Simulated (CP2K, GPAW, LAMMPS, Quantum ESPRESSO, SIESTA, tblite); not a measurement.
## Running amorphous SiO1.7 (154 atoms) with SIESTA

How near does SIESTA come to plane waves for amorphous SiO1.7 (154 atoms)?

Main program and level: SIESTA 5.4.2; the method is named at each step.

## Step 1: Starting point

The cell holds 154 atoms: 57 Si and 97 O. Cell: a = 13.312 Å, b = 13.312 Å, c = 13.312 Å, α = 90.0°, β = 90.0°, γ = 90.0°. 154 atoms (57 Si, 97 O) placed at random at 2.22 g/cm³, melted at 5000 K for 10 ps at fixed volume with the Tersoff Si-O potential (Munetoh et al., Comput. Mater. Sci. 39, 334 (2007)). Quenched from 5000 K to 100 K at 10 K/ps and fixed volume, held 5 ps.

The yardstick, on the same geometry:

| Property | Result |
| --- | --- |
| method | Kohn-Sham DFT, PBE, SSSP efficiency 1.3.0 pseudopotentials, plane waves (Quantum ESPRESSO 7.5); sssp-pbe-1.3.0-efficiency, cutoffs 60/480 Ry, Γ point |
| r.m.s. force component | 1.344 eV/Å |
| longest force | 5.621 eV/Å |
| pressure | 3.582 GPa |
| time | 39 min on 2 MPI ranks of Arm Neoverse V2, shared host |
| CPU time | 78 min |

## Step 2: PBE, DZP, shift 0.01 Ry, mesh 500 Ry

Method: Kohn-Sham DFT, PBE, PseudoDojo 0.4.1 norm-conserving pseudopotentials (converted to PSML), numerical atomic orbitals (DZP), diagonalisation.

The .psml files are PseudoDojo norm-conserving potentials that we converted to this format, checked against plane waves on the same files for H, C, O, Si, Ge and Ca alone.

input.fdf reads:

```
SystemLabel cell
NumberOfAtoms 154
NumberOfSpecies 2
%block ChemicalSpeciesLabel
  1 14 Si
  2 8 O
%endblock ChemicalSpeciesLabel
LatticeConstant 1.0 Ang
%block LatticeVectors
  13.31250 0.00000 0.00000
  0.00000 13.31250 0.00000
  0.00000 0.00000 13.31250
%endblock LatticeVectors
PAO.BasisSize DZP
PAO.EnergyShift 0.01 Ry
XC.Functional GGA
XC.Authors PBE
MeshCutoff 500 Ry
%block kgrid_Monkhorst_Pack
  1 0 0 0.0
  0 1 0 0.0
  0 0 1 0.0
%endblock kgrid_Monkhorst_Pack
SolutionMethod diagon
OccupationFunction FD
ElectronicTemperature 580 K
SCF.Mixer.Method Pulay
SCF.Mixer.Weight 0.15
SCF.Mixer.History 8
SCF.Mix Hamiltonian
MaxSCFIterations 300
SCF.DM.Tolerance 1e-04
SCF.H.Tolerance 1.0e-3 eV
WriteForces T
Write.HirshfeldPop T
Write.VoronoiPop T
Write.DM F
Write.H F
XML.Write F
AtomicCoordinatesFormat Fractional
%block AtomicCoordinatesAndAtomicSpecies
  0.54641 0.90028 0.35957 1
  0.26484 0.09504 0.56761 1
  0.97832 0.64106 0.82235 1
  0.10233 0.03684 0.73057 1
  0.43622 0.46647 0.55761 1
  0.26083 0.01604 0.04913 1
  0.17024 0.72343 0.59312 1
  0.65458 0.43279 0.65226 1
  0.87819 0.63317 0.01663 1
  0.48714 0.51661 0.34475 1
  0.27649 0.30387 0.50249 1
  0.46538 0.76078 0.07102 1
  0.48445 0.84780 0.85296 1
  0.97366 0.92966 0.15918 1
  0.34031 0.53120 0.98329 1
  0.68800 0.71739 0.36548 1
  0.08876 0.08900 0.39661 1
  0.14054 0.88604 0.32235 1
  0.03030 0.22239 0.86607 1
  0.75118 0.15953 0.76953 1
  0.80734 0.83106 0.53694 1
  0.66479 0.33674 0.87065 1
  0.50056 0.25921 0.22419 1
  0.52765 0.16273 0.81003 1
  0.88500 0.97499 0.80144 1
  0.21723 0.66542 0.81355 1
  0.67523 0.65853 0.13679 1
  0.55928 0.33415 0.44076 1
  0.55192 0.02985 0.18002 1
  0.13808 0.65663 0.37089 1
  0.87547 0.17342 0.36847 1
  0.83070 0.29852 0.18398 1
  0.42324 0.91726 0.63560 1
  0.03860 0.29536 0.46683 1
  0.03953 0.91472 0.52640 1
  0.73370 0.22109 0.55816 1
  0.79108 0.07885 0.17693 1
  0.17690 0.17538 0.19690 1
  0.82110 0.20187 0.97378 1
  0.63372 0.99884 0.55505 1
  0.28692 0.54321 0.21973 1
  0.97806 0.82151 0.95166 1
  0.47336 0.99215 0.96025 1
  0.37474 0.68561 0.64100 1
  0.96867 0.49062 0.36300 1
  0.14570 0.87336 0.89982 1
  0.74067 0.49456 0.42730 1
  0.36666 0.90224 0.22924 1
  0.44572 0.21327 0.60246 1
  0.15798 0.38394 0.99628 1
  0.98394 0.45673 0.12932 1
  0.27484 0.31541 0.26072 1
  0.64973 0.68300 0.81923 1
  0.58741 0.52175 0.99063 1
  0.77353 0.63785 0.68932 1
  0.91922 0.26731 0.66811 1
[... 94 atom lines left out ...]
  0.96677 0.84576 0.07102 2
  0.66986 0.38900 0.43692 2
  0.83035 0.18449 0.24738 2
  0.03026 0.38919 0.38794 2
%endblock AtomicCoordinatesAndAtomicSpecies
```

Command:

```sh
OMP_NUM_THREADS=1 mpirun -np 4 siesta < input.fdf > output.txt
```

The program printed:

```text
Version         : 5.4.2
reinit: System Name:
reinit: System Label: cell
initatom: Reading input for the pseudopotentials and atomic orbitals ----------
Species number:   1 Atomic number:   14 Label: Si
Species number:   2 Atomic number:    8 Label: O
Ground state valence configuration (from tables):   3s02  3p02  3d00  4f00
Ground state valence configuration (from tables):   2s02  2p04  3d00  4f00
---- Processing specs for species: Si
GGA--PBE XC_GGA_X_PBE--XC_GGA_C_PBE pb
---- Processing specs for species: O
GGA--PBE XC_GGA_X_PBE--XC_GGA_C_PBE pb
Si pseudopotential only contains V_ls up to l=2 -- lmxkb reset.
O pseudopotential only contains V_ls up to l=2 -- lmxkb reset.
Using PAO.SplitTailNorm
%block ChemicalSpeciesLabel
    1   14 Si                      # Species index, atomic number, species label
    2    8 O                       # Species index, atomic number, species label
%endblock ChemicalSpeciesLabel
%block PAO.Basis                 # Define Basis set
Si                    2                    # Species label, number of l-shells
 n=3   0   2                         # n, l, Nzeta
   5.392      3.847
   1.000      1.000
 n=3   1   2 P   1                   # n, l, Nzeta, Polarization, NzetaPol
   6.844      4.952
   1.000      1.000
O                     2                    # Species label, number of l-shells
 n=2   0   2                         # n, l, Nzeta
   3.532      2.299
   1.000      1.000
 n=2   1   2 P   1                   # n, l, Nzeta, Polarization, NzetaPol
   4.300      2.782
   1.000      1.000
%endblock PAO.Basis
coor:   Atomic-coordinates input format  =     Fractional
siesta: System type = bulk
initatomlists: Number of atoms, orbitals, and projectors:    154  2002  2287
siesta: ******************** Simulation parameters ****************************
Total number of electrons:   810.000000
Total ionic charge:   810.000000
 Kpoints in:            1 . Kpoints trimmed:            1
siesta: k-grid: Number of k-points = 1
siesta: k-points from Monkhorst-Pack grid
siesta: k-cutoff (effective) =     6.656 Ang
siesta: k-point supercell and displacements
siesta: k-grid:     1     0     0      0.000
siesta: k-grid:     0     1     0      0.000
siesta: k-grid:     0     0     1      0.000
                     ====================================
                        Single-point calculation
                     ====================================
outcell: Unit cell vectors (Ang):
       13.312500    0.000000    0.000000
        0.000000   13.312500    0.000000
        0.000000    0.000000   13.312500
outcell: Cell vector modules (Ang)   :   13.312500   13.312500   13.312500
outcell: Cell angles (23,13,12) (deg):     90.0000     90.0000     90.0000
outcell: Cell volume (Ang**3)        :   2359.2766
Gamma-point calculation with multiply-connected orbital pairs
Gamma-point calculation with multiply-connected orbital pairs
Folding of H and S implicitly performed
Folding of H and S implicitly performed
new_DM -- step:     1
Initializing Density Matrix...
Attempting to read DM from file... Failed...
DM filled with atomic data:
InitMesh: MESH = 180 x 180 x 180 = 5832000
InitMesh: Mesh cutoff (required, used) =   500.000   505.275 Ry
stepf: Fermi-Dirac step function
        iscf     Eharris(eV)        E_KS(eV)     FreeEng(eV)     dDmax    Ef(eV) dHmax(eV)
   scf:    1   -49757.633835   -50121.134538   -50121.352701  1.618859 -2.674469 13.230492
   scf:    2   -50194.144560   -50187.342309   -50187.588423  0.820718 -2.569326 11.491184
   scf:    3   -50207.679709   -50213.943376   -50214.187375  0.728861 -2.538478  6.373020
   scf:    4   -50222.052686   -50230.068418   -50230.342966  0.600168 -2.533548  5.807370
   scf:    5   -50234.206202   -50237.412914   -50237.724832  0.426701 -2.524433  2.821088
   scf:    6   -50237.159465   -50238.787541   -50239.111478  0.292944 -2.534582  1.765626
[...]
scf:   25   -50239.876358   -50239.876356   -50240.216751  0.000100 -2.647122  0.001055
   scf:   26   -50239.876353   -50239.876354   -50240.216752  0.000124 -2.647115  0.001027
   scf:   27   -50239.876354   -50239.876354   -50240.216752  0.000084 -2.647105  0.000434
SCF Convergence by DM+H criterion
max |DM_out - DM_in|         :     0.0000835421
max |H_out - H_in|      (eV) :     0.0004336018
SCF cycle converged after 27 iterations
Using DM_out to compute the final energy and forces
siesta: E_KS(eV) =           -50239.8764
siesta: E_KS - E_eggbox =    -50239.8764
siesta: Atomic forces (eV/Ang):
     1   -2.266834   -1.917573    3.660665
     2   -2.513525   -3.279837    1.345229
     3   -0.191494   -2.261510   -2.551919
     4   -0.349181    0.372804   -0.341545
     5    0.123958    2.846665    3.305911
     6    0.229792    0.071078    0.747608
[...]
152   -0.064811    1.181897   -4.115700
   153   -1.720393    0.550093   -3.282496
   154    0.702469   -1.107982    0.124749
----------------------------------------
   Tot    0.001680   -0.018350    0.006189
----------------------------------------
   Max    5.902920
   Res    1.390742    sqrt( Sum f_i^2 / 3N )
----------------------------------------
   Max    5.902920    constrained
Stress tensor Voigt[x,y,z,yz,xz,xy] (kbar):      -66.58      -60.04      -72.59        2.76       -3.67        3.12
(Free)E + p*V (eV/cell)   -50142.4352
Target enthalpy (eV/cell)   -50240.2168
siesta: Program's energy decomposition (eV):
siesta: Ebs     =    -11538.332589
siesta: Eions   =     74655.362799
siesta: Ena     =     11801.858906
siesta: Ekin    =     32516.013980
siesta: Enl     =     -6310.341801
siesta: DEna    =       -37.697077
siesta: DUscf   =        54.350700
siesta: Ex      =    -12638.071360
siesta: Ec      =      -970.626902
siesta: Exc     =    -13608.698263
siesta: Eharris =    -50239.876354
siesta: Etot    =    -50239.876354
siesta: FreeEng =    -50240.216752
siesta: Final energy (eV):
siesta:  Band Struct. =  -11538.332589
siesta:       Kinetic =   32516.013980
siesta:       Hartree =   23992.114936
siesta:         Exch. =  -12638.071360
siesta:         Corr. =    -970.626902
siesta:   Exch.-corr. =  -13608.698263
siesta:  Ion-electron =  -76964.161396
siesta:       Ion-ion =  -16175.145611
siesta:         Total =  -50239.876354
siesta:         Fermi =      -2.647105
siesta: Stress tensor (static) (eV/Ang**3):
siesta:    -0.041555    0.001947   -0.002289
siesta:     0.001947   -0.037471    0.001723
siesta:    -0.002289    0.001723   -0.045310
siesta: Cell volume =       2359.276611 Ang**3
siesta: Pressure (static):
siesta:                Solid            Molecule  Units
siesta:           0.00045140          0.00049063  Ry/Bohr**3
siesta:           0.04144557          0.04504802  eV/Ang**3
siesta:          66.40312749         72.17488884  kBar
    Orbital volume contribution        =          60.911797 eV
    (Free)E + p_basis*V_orbitals       =      -50179.304954 eV
    (Free)Eharris+ p_basis*V_orbitals  =      -50179.304954 eV
Hirshfeld Atomic Populations:
Atom #   charge [q] valence [e]  Species
     1     0.245370    3.754630  Si
     2     0.407551    3.592449  Si
     3     0.198707    3.801293  Si
     4     0.355348    3.644652  Si
     5     0.439279    3.560721  Si
     6     0.434406    3.565594  Si
[...]
58    -0.219937    6.219937  O
    59    -0.222926    6.222926  O
    60    -0.208609    6.208609  O
    61    -0.094566    6.094566  O
    62    -0.227394    6.227394  O
    63    -0.216822    6.216822  O
[...]
--------------------
 Total    -0.000039
Voronoi Atomic Populations:
Atom #   charge [q] valence [e]  Species
[...]
55     0.418304    3.581696  Si
    56     0.303511    3.696489  Si
    57     0.471059    3.528941  Si
[...]
152    -0.264755    6.264755  O
   153    -0.094420    6.094420  O
   154    -0.268165    6.268165  O
--------------------
 Total    -0.000039
```

It took 4 min on 4 MPI ranks of Arm Neoverse V2, shared host; peak memory 3.6 GiB; 16 min of CPU time.

Banners, paths, timers and routine set-up lines are dropped from the logs unmarked, and long logs keep their key lines alone; longer cuts are marked.

Against the reference:

```yaml
r_m_s_force_component: 1.391 eV/Å
r_m_s_difference_of_force_components: 169.6 meV/Å
longest_difference_of_force_vectors: 703.7 meV/Å
force_difference_over_r_m_s_force: 12.62 %
slope_of_forces_against_the_reference_s: 1.027
correlation_of_force_components: 0.9929
pressure: 6.64 GPa
pressure_difference: 3.059 GPa
```

Length of the force difference by element (eV/Å):

```
element  atoms  mean  most
      O     97  0.26  0.43
     Si     57  0.29  0.70
```

Local excerpt of 9 atoms (numbers count through the whole input) about O87, picked at random; x, y, z are measured from there.

```
atom      x      y      z  distance (Å)  bonds  Hirshfeld charge (e)     Fx     Fy  Fz (eV/Å)
 O87   0.00   0.00   0.00          0.00      2                 -0.23   0.06   0.02      -0.65
Si16  -1.13  -0.87  -0.83          1.65      4                  0.41   0.44  -0.59       1.00
Si21   0.46   0.64   1.45          1.66      4                  0.42   0.15   0.60      -0.47
O139   1.92   1.39   1.14          2.63      2                 -0.22   0.38  -0.32      -0.01
O130   0.34  -0.56   2.56          2.64      2                 -0.21  -0.14  -0.51      -0.02
O150  -2.52   0.01  -0.84          2.65      2                 -0.20   0.85  -0.97      -0.44
 O98  -1.22  -2.36  -0.09          2.65      2                 -0.22   0.19   0.01       0.59
 O58  -0.58   1.86   1.91          2.73      2                 -0.22  -0.07   0.40       0.29
O106  -0.75  -1.35  -2.36          2.82      2                 -0.21   0.24   0.03      -0.90
```

Forces lie 13 % from the reference's, at 0.21 times its CPU time (on 4 against 2 cores).

## Step 3: Summary of results

| Quantity | Value |
| --- | --- |
| force difference from the reference | SIESTA PBE, DZP, shift 0.01 Ry, mesh 500 Ry, 13 % |
| its CPU time | 16 min |

What this shows: The PBE run in local orbitals differs by 13 % (SIESTA PBE, DZP, shift 0.01 Ry, mesh 500 Ry); basis, grid and potentials can all enter. One electronic-structure run takes under half the reference's CPU time: SIESTA PBE, DZP, shift 0.01 Ry, mesh 500 Ry, at 13 % in 16 min against 78 min; its pressure misses by +3.1 GPa. In pressure, SIESTA PBE, DZP, shift 0.01 Ry, mesh 500 Ry misses by +3.1 GPa, at the same functional. The reference's pressure holds the uncorrected Pulay stress of its 60 Ry basis, so small pressure differences, and their order, may be the reference's own error. The quench rate of 10 K/ps is many orders above laboratory rates, so the cell is likely richer in defects and strain than a real sample. The network of bonds at the start is that of the classical potential that made the cell, and needn't be the one that DFT or experiment would give. The electronic-structure runs sample only Γ, in a cell whose shortest periodic width is 13 Å, which is coarse for a cell with partly filled levels.

[Also dropped from logs without a mark: logging warnings of Python, and SIESTA's first energy breakdown and zero terms.]

[Logs are printed without paths, hosts, clocks, repeated set-up lines and the standing remarks that a program may print on its own settings, such as how far it seeks lower states.]

[Hosts, paths, dates, database ids (printed as entryN), source tags and the programs' standing remarks are cut or masked in the printed files.]
